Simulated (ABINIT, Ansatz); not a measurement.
# How the form of the self-energy moves the gap of H6PbCNCl3 (Pm)

Aim: compare treatments of exchange, screening and correlation for the gap of H6PbCNCl3 (Pm).

Main program and level: ABINIT 10.8.3; PBEsol and many-body steps on it, plane waves.

### Step 1. Set-up

The structure is monoclinic, space group Pm (No. 6). Conventional cell: a = 5.753 Å, b = 5.765 Å, c = 5.855 Å, α = 90.00°, β = 90.03°, γ = 90.00°. Nearest to H lie 1 C at 1.09 Å. H has 1 C at 1.09 Å nearest. Nearest to H lie 1 N at 1.04 Å. H has 1 N at 1.04 Å nearest. Nearest to Pb lie 6 Cl at 2.88 to 2.99 Å. C has 3 H at 1.09 Å and 1 N at 1.49 Å nearest. Farther neighbours and most contacts between anions are not listed.

The cell and positions are those that the Materials Project relaxed with its own functionals (PBE, PBE+U or r2SCAN), kept fixed. Spin-orbit coupling is left out unless a step names it.

### Step 2. Empty states on the mesh, 2×2×2 mesh, 404 bands

This step: ABINIT 10.8.3; DFT, PBEsol, plane waves, norm-conserving pseudopotentials.

The sums over transitions need many empty states on a uniform mesh; this step solves for them.

run.abi

```
acell 3*1.0 Angstrom
rprim 
  5.752832000000 0.000000000000 0.000000000000
  0.000000000000 5.764671000000 0.000000000000
  -0.002604000000 0.000000000000 5.855201000000
ntypat 5
znucl 1 82 6 7 17
natom 12
typat 1 1 1 1 1 1 2 3 4 5 5 5
xred 
  0.879476000000 0.500000000000 0.790423000000
  0.813252000000 0.344072000000 0.047387000000
  0.813252000000 0.655928000000 0.047387000000
  0.229661000000 0.354316000000 0.978538000000
  0.229661000000 0.645684000000 0.978538000000
  0.170957000000 0.500000000000 0.216412000000
  0.473988000000 0.000000000000 0.483874000000
  0.894268000000 0.500000000000 0.976848000000
  0.144932000000 0.500000000000 0.040731000000
  0.427891000000 0.000000000000 0.975558000000
  0.429192000000 0.500000000000 0.520036000000
  0.971826000000 0.000000000000 0.439660000000
pp_dirpath "pseudos"
pseudos "H.upf, Pb.upf, C.upf, N.upf, Cl.upf"
ecut 37
ngkpt 2 2 2
nshiftk 1
shiftk 0 0 0
kptopt 1
chksymbreak 0
iscf -2
irdden 1
istwfk *1
nband 404
nbdbuf 36
tolwfr 1e-09
nstep 60
prtvol 0
indata_prefix "in"
outdata_prefix "out"
tmpdata_prefix "tmp"
```

Started as:

```bash
$ OMP_NUM_THREADS=1 mpirun -n 4 abinit run.abi > log
```

Numbers of over 12 decimals in the logs are rounded to 6 here.

The program printed:

```text
.Version 10.8.3 of ABINIT. v10.8.2 released Aug 2026.

 Symmetries : space group Pm (#  6); Bravais mP (primitive monocl.)
[... echo of the input left out ...]
== DATASET  1 ==================================================================
-   mpi_nproc: 4, omp_nthreads: 1 (-1 if OMP is not activated)

--- !DatasetInfo
iteration_state: {dtset: 1, }
dimensions: {natom: 12, nkpt: 8, mband: 404, nsppol: 1, nspinor: 1, nspden: 1, mpw: 14134, }
cutoff_energies: {ecut:  37.0, pawecutdg:  -1.0, }
[...]
3.03404    3.03556    3.03803    3.04465    3.05003    3.05453    3.05991    3.06269
   3.06788    3.06955    3.07643    3.08717    3.09551    3.09618    3.10655    3.11035
   3.11655    3.12318    3.12558    3.13213
 prteigrs : prtvol=0 or 1, do not print more k-points.

== END DATASET(S) ==============================================================
================================================================================

 -outvars: echo values of variables after computation  --------
            nband         404
             nkpt           8
          spgroup           6
 [... the other variables as echoed above ...]

 Calculation completed.
```

Wall time 15 min (4 MPI ranks of Arm Neoverse V1, shared host); peak memory 1.2 GiB.

Numbers from this step:

```
gap                                                           : 2.463 eV
k of the valence top                                          : 0.5, 0.5, 0.5
k of the conduction bottom                                    : 0.5, 0.5, 0.5
least direct gap                                              : 2.463 eV
k points computed                                             : 8
lowest point of the top converged band, above the valence top : 78.7982 eV
```

On this mesh the gap is 2.463 eV.

The density comes from a self-consistent run that is not shown.

### Step 3. Screening, 2×2×2 mesh, 167 bands, screening to 114.3 eV

The RPA dielectric matrix is built and inverted for each q.

This step: RPA screening on PBEsol, plane waves, norm-conserving pseudopotentials.

Edit run.abi of step 2 so:

```diff
@@ -30,10 +30,11 @@
 chksymbreak 0
-iscf -2
-irdden 1
 istwfk *1
-nband 404
-nbdbuf 36
-tolwfr 1e-09
-nstep 60
-prtvol 0
+occopt 1
+irdwfk 1
+optdriver 3
+nband 167
+ecuteps 4.2
+inclvkb 2
+awtr 1
+symchi 1
 indata_prefix "in"
```

The program printed:

```text
.Version 10.8.3 of ABINIT. v10.8.2 released Aug 2026.

 Symmetries : space group Pm (#  6); Bravais mP (primitive monocl.)
[... echo of the input left out ...]
== DATASET  1 ==================================================================
-   mpi_nproc: 4, omp_nthreads: 1 (-1 if OMP is not activated)

--- !DatasetInfo
iteration_state: {dtset: 1, }
dimensions: {natom: 12, nkpt: 8, mband: 167, nsppol: 1, nspinor: 1, nspden: 1, mpw: 14134, }
cutoff_energies: {ecut:  37.0, pawecutdg:  -1.0, }
electrons: {nelect:   5.80000000E+01, charge:   0.00000000E+00, occopt:   1.00000000E+00, tsmear:   1.00000000E-02, }

 SCREENING: Calculation of the susceptibility and dielectric matrices

 Based on a program developped by R.W. Godby, V. Olevano, G. Onida, and L. Reining.
 Incorporated in ABINIT by V. Olevano, G.-M. Rignanese, and M. Torrent.
.Using double precision arithmetic ; gwpc =  8

[... cell and pseudopotentials left out ...]
--------------------------------------------------------------------------------

 ==== K-mesh for the wavefunctions ====
 Number of points in the irreducible wedge :     8
[... list of points left out ...]
 Together with  2 symmetry operations and time-reversal symmetry
 yields     8 points in the full Brillouin Zone.

 ==== Q-mesh for the screening function ====
 Number of points in the irreducible wedge :     8
[... list of points left out ...]
 Together with  2 symmetry operations and time-reversal symmetry
 yields     8 points in the full Brillouin Zone.

 setmesh: FFT mesh size selected  =    40x   40x   45
          total number of points  =        72000

 vcoul_init : cutoff-mode = AUXILIARY_FUNCTION
 q-points for optical limit:   1
     1)      0.000010    0.000020    0.000030

- screening: taking advantage of time-reversal symmetry
- Maximum band index for partially occupied states nbvw = 29
- Remaining bands to be divided among processors   nbcw = 138
- Number of bands treated by each node ~34

 Number of electrons calculated from density =   58.0000; Expected =   58.0000
 average of density, n =  0.044262
 r_s =    1.7537
 omega_plasma =   20.2942 [eV]

 calculating chi0 at frequencies [eV] :
  1    0.000000E+00    0.000000E+00
  2    0.000000E+00    2.029422E+01

--------------------------------------------------------------------------------
  q-point number  1        q = ( 0.000000, 0.000000, 0.000000) [r.l.u.]
--------------------------------------------------------------------------------
[... chi0 elements left out ...]
 For q-point:  0.000010 0.000020 0.000030
  dielectric constant =   4.8738
  dielectric constant without local fields =   5.5886

  Average fulfillment of the sum rule on Im[epsilon] for q-point    1 :     60.50  [%]
[... wings left out ...]
  q-point number  2        q = ( 0.500000, 0.000000, 0.000000) [r.l.u.]
--------------------------------------------------------------------------------
[... chi0 elements left out ...]
  Average fulfillment of the sum rule on Im[epsilon] for q-point    2 :     66.87  [%]

 [... 6 further q-points ...]
```

Wall time 3.6 min (4 MPI ranks); peak memory 3.6 GiB.

This step gave:

| Quantity | Value |
| --- | --- |
| ε∞ with local fields, on this mesh, along the program's q direction | 4.874 |
| the same without local fields | 5.589 |
| plasma frequency | 20.29 eV |
| plane waves in the screening matrix | 523 |

Local fields lower ε∞ by 13 %. On a Γ-centred mesh this coarse the value itself is usually too large, while a short band sum pulls it down.

### Step 4. G0W0, Godby-Needs plasmon pole

The self-energy is evaluated for the states that the input lists, and the levels follow from it, in one-shot runs by the linearised quasiparticle equation.

This step: G0W0 on PBEsol, plane waves, norm-conserving pseudopotentials.

Edit run.abi of step 3 so:

```diff
@@ -33,8 +33,17 @@
 irdwfk 1
-optdriver 3
+optdriver 4
 nband 167
+gwcalctyp 0
+ecutsigx 37
+symsigma 1
+nkptgw 2
+kptgw 
+  0.5000000000 0.5000000000 0.5000000000
+  0.0000000000 0.0000000000 0.0000000000
+bdgw 
+  28 31
+  28 31
 ecuteps 4.2
-inclvkb 2
-awtr 1
-symchi 1
+irdscr 1
+ppmodel 1
 indata_prefix "in"
```

The program printed:

```text
.Version 10.8.3 of ABINIT. v10.8.2 released Aug 2026.

 Symmetries : space group Pm (#  6); Bravais mP (primitive monocl.)
[... echo of the input left out ...]
== DATASET  1 ==================================================================
-   mpi_nproc: 4, omp_nthreads: 1 (-1 if OMP is not activated)

--- !DatasetInfo
iteration_state: {dtset: 1, }
dimensions: {natom: 12, nkpt: 8, mband: 167, nsppol: 1, nspinor: 1, nspden: 1, mpw: 14134, }
cutoff_energies: {ecut:  37.0, pawecutdg:  -1.0, }
electrons: {nelect:   5.80000000E+01, charge:   0.00000000E+00, occopt:   1.00000000E+00, tsmear:   1.00000000E-02, }

 SIGMA: Calculation of the GW corrections

 Based on a program developped by R.W. Godby, V. Olevano, G. Onida, and L. Reining.
 Incorporated in ABINIT by V. Olevano, G.-M. Rignanese, and M. Torrent.
.Using double precision arithmetic ; gwpc =  8

[... cell and pseudopotentials left out ...]
--------------------------------------------------------------------------------

 ==== K-mesh for the wavefunctions ====
 Number of points in the irreducible wedge :     8
[... list of points left out ...]
 Together with  2 symmetry operations and time-reversal symmetry
 yields     8 points in the full Brillouin Zone.

 ==== Q-mesh for screening function ====
 Number of points in the irreducible wedge :     8
[... list of points left out ...]
 Together with  2 symmetry operations and time-reversal symmetry
 yields     8 points in the full Brillouin Zone.

 vcoul_init : cutoff-mode = AUXILIARY_FUNCTION
 q-points for optical limit:   1
     1)      0.000010    0.000020    0.000030
 setmesh: FFT mesh size selected  =    60x   60x   64
          total number of points  =       230400

 Number of electrons calculated from density =   58.0000; Expected =   58.0000
 average of density, n =  0.044262
 r_s =    1.7537
 omega_plasma =   20.2942 [eV]

 === KS Band Gaps ===
  >>>> For spin  1
   Minimum direct gap =   2.4631 [eV], located at k-point      :   0.5000  0.5000  0.5000
   Fundamental gap    =   2.4631 [eV], Top of valence bands at :   0.5000  0.5000  0.5000
                                       Bottom of conduction at :   0.5000  0.5000  0.5000
 SIGMA fundamental parameters:
 PLASMON POLE MODEL  1
 number of plane-waves for SigmaX                14083
 number of plane-waves for SigmaC and W            523
 number of plane-waves for wavefunctions         14083
 number of bands                                   167
 number of independent spin polarizations            1
 number of spinorial components                      1
 number of k-points in IBZ                           8
 number of q-points in IBZ                           8
 number of symmetry operations                       2
 number of k-points in BZ                            8
 number of q-points in BZ                            8
 number of frequencies for dSigma/dE                 9
 frequency step for dSigma/dE [eV]                0.25
 number of omega for Sigma on real axis              0
 max omega for Sigma on real axis  [eV]           0.00
 zcut for avoiding poles [eV]                     0.10

 EPSILON^-1 parameters (SCR file):
 dimension of the eps^-1 matrix on file            523
 dimension of the eps^-1 matrix used               523
 number of plane-waves for wavefunctions         14083
 number of bands                                   167
 number of q-points in IBZ                           8
 number of frequencies                               2
 number of real frequencies                          1
 number of imag frequencies                          1

 matrix elements of self-energy operator (all in [eV])

 Perturbative Calculation

--- !SelfEnergy_ee
iteration_state: {dtset: 1, }
kpoint     : [   0.500,    0.500,    0.500, ]
spin       : 1
KS_gap     :    2.463
QP_gap     :    4.082
Delta_QP_KS:    1.619
data: !SigmaeeData |
     Band     E0 <VxcDFT>   SigX SigC(E0)      Z dSigC/dE  Sig(E)    E-E0       E
       28  -0.548 -13.932 -18.306   3.040   0.774  -0.292 -14.965  -1.033  -1.581
       29   0.627 -15.051 -17.601   1.889   0.793  -0.261 -15.575  -0.524   0.104
       30   3.091 -10.596  -6.392  -2.874   0.823  -0.215  -9.501   1.095   4.186
       31   3.113 -10.532  -6.307  -2.884   0.824  -0.213  -9.427   1.105   4.218

--- !SelfEnergy_ee
iteration_state: {dtset: 1, }
kpoint     : [   0.000,    0.000,    0.000, ]
spin       : 1
KS_gap     :    5.799
QP_gap     :    7.613
Delta_QP_KS:    1.814
data: !SigmaeeData |
     Band     E0 <VxcDFT>   SigX SigC(E0)      Z dSigC/dE  Sig(E)    E-E0       E
       28  -0.725 -13.651 -18.066   3.062   0.773  -0.294 -14.696  -1.046  -1.770
       29  -0.698 -13.665 -18.067   3.059   0.773  -0.294 -14.703  -1.039  -1.737
       30   5.101  -7.648  -3.631  -3.098   0.843  -0.186  -6.873   0.776   5.877
       31   6.045 -11.497  -6.923  -3.154   0.807  -0.239 -10.351   1.146   7.190

== END DATASET(S) ==============================================================
================================================================================

 -outvars: echo values of variables after computation  --------
           etotal      0.0000000000E+00
            nband         167
             nkpt           8
          spgroup           6
 [... the other variables as echoed above ...]

 Calculation completed.
```

Elapsed: 42 s, on 4 MPI ranks; peak memory 2.7 GiB.

Numbers from this step:

* G0W0 gap on the points computed: 4.082 eV
* starting gap on the mesh: 2.463 eV
* k of the valence top: 0.5, 0.5, 0.5
* k of the conduction bottom: 0.5, 0.5, 0.5
* Z at the valence top: 0.793
* Z at the conduction bottom: 0.823
* least direct G0W0 gap on the computed points: 4.082 eV

The gap on the mesh goes from 2.46 eV to 4.08 eV, a correction of +1.62 eV.

### Step 5. G0W0, Engel-Farid plasmon pole

Edit run.abi of step 4 so:

```diff
@@ -47,3 +47,3 @@
 irdscr 1
-ppmodel 1
+ppmodel 4
 indata_prefix "in"
```

The program printed:

```text
.Version 10.8.3 of ABINIT. v10.8.2 released Aug 2026.

 Symmetries : space group Pm (#  6); Bravais mP (primitive monocl.)
[... echo of the input left out ...]
== DATASET  1 ==================================================================
-   mpi_nproc: 4, omp_nthreads: 1 (-1 if OMP is not activated)

--- !DatasetInfo
iteration_state: {dtset: 1, }
dimensions: {natom: 12, nkpt: 8, mband: 167, nsppol: 1, nspinor: 1, nspden: 1, mpw: 14134, }
cutoff_energies: {ecut:  37.0, pawecutdg:  -1.0, }
electrons: {nelect:   5.80000000E+01, charge:   0.00000000E+00, occopt:   1.00000000E+00, tsmear:   1.00000000E-02, }

 SIGMA: Calculation of the GW corrections

 Based on a program developped by R.W. Godby, V. Olevano, G. Onida, and L. Reining.
 Incorporated in ABINIT by V. Olevano, G.-M. Rignanese, and M. Torrent.
.Using double precision arithmetic ; gwpc =  8

[... cell and pseudopotentials left out ...]
--------------------------------------------------------------------------------

 ==== K-mesh for the wavefunctions ====
 Number of points in the irreducible wedge :     8
[... list of points left out ...]
 Together with  2 symmetry operations and time-reversal symmetry
 yields     8 points in the full Brillouin Zone.

 ==== Q-mesh for screening function ====
 Number of points in the irreducible wedge :     8
[... list of points left out ...]
 Together with  2 symmetry operations and time-reversal symmetry
 yields     8 points in the full Brillouin Zone.

 vcoul_init : cutoff-mode = AUXILIARY_FUNCTION
 q-points for optical limit:   1
     1)      0.000010    0.000020    0.000030
 setmesh: FFT mesh size selected  =    60x   60x   64
          total number of points  =       230400

 Number of electrons calculated from density =   58.0000; Expected =   58.0000
[...]
number of omega for Sigma on real axis              0
 max omega for Sigma on real axis  [eV]           0.00
 zcut for avoiding poles [eV]                     0.10

 EPSILON^-1 parameters (SCR file):
 dimension of the eps^-1 matrix on file            523
 dimension of the eps^-1 matrix used               523
 number of plane-waves for wavefunctions         14083
 number of bands                                   167
 number of q-points in IBZ                           8
 number of frequencies                               2
 number of real frequencies                          1
 number of imag frequencies                          1

 matrix elements of self-energy operator (all in [eV])

 Perturbative Calculation

--- !SelfEnergy_ee
iteration_state: {dtset: 1, }
kpoint     : [   0.500,    0.500,    0.500, ]
spin       : 1
KS_gap     :    2.463
QP_gap     :    4.153
Delta_QP_KS:    1.690
data: !SigmaeeData |
     Band     E0 <VxcDFT>   SigX SigC(E0)      Z dSigC/dE  Sig(E)    E-E0       E
       28  -0.548 -13.932 -18.306   2.886   0.780  -0.281 -15.093  -1.161  -1.709
       29   0.627 -15.051 -17.601   1.714   0.801  -0.249 -15.720  -0.669  -0.041
       30   3.091 -10.596  -6.392  -2.975   0.831  -0.203  -9.574   1.021   4.112
[...]
--- !SelfEnergy_ee
iteration_state: {dtset: 1, }
kpoint     : [   0.000,    0.000,    0.000, ]
spin       : 1
KS_gap     :    5.799
QP_gap     :    7.689
Delta_QP_KS:    1.890
data: !SigmaeeData |
     Band     E0 <VxcDFT>   SigX SigC(E0)      Z dSigC/dE  Sig(E)    E-E0       E
[...]
30   5.101  -7.648  -3.631  -3.161   0.848  -0.180  -6.922   0.726   5.827
       31   6.045 -11.497  -6.923  -3.215   0.816  -0.225 -10.387   1.110   7.155

== END DATASET(S) ==============================================================
================================================================================

 -outvars: echo values of variables after computation  --------
           etotal      0.0000000000E+00
            nband         167
             nkpt           8
          spgroup           6
 [... the other variables as echoed above ...]

 Calculation completed.
```

Run time: 24 s. Hardware: 4 MPI ranks; peak memory 2.5 GiB.

Numbers from this step:

```yaml
g0w0_gap_on_the_points_computed: 4.153 eV
starting_gap_on_the_mesh: 2.463 eV
k_of_the_valence_top: 0.5, 0.5, 0.5
k_of_the_conduction_bottom: 0.5, 0.5, 0.5
z_at_the_valence_top: 0.801
z_at_the_conduction_bottom: 0.831
least_direct_g0w0_gap_on_the_computed_points: 4.153 eV
```

Against G0W0 in ABINIT (2×2×2 mesh, 167 bands, screening to 114.3 eV, Godby-Needs plasmon pole), the gap moves by +0.071 eV.

[end of part 1 of 2]

[Paths, hosts, dates, memory and timing lines, banners, echoed tables and standing remarks are left out of the program output.]

[Logs are printed without paths, hosts, clocks, repeated set-up lines and the standing remarks that a program may print on its own settings, such as how far it seeks lower states.]

[Runs of the session that timed out or met a known fault of the program may be left out.]

[Hosts, paths, dates, database ids (printed as entryN), source tags and the programs' standing remarks are cut or masked in the printed files.]

[G0W0 gaps are taken among the corrected bands and points alone; a level outside them can change the order at an edge.]

[Where Ansatz stands beside ABINIT at settings called matched, ABINIT's density can come from a denser mesh and the files from another edition; pairs whose starting gaps differed by over 0.03 eV were left out, so agreement reads better than it is.]
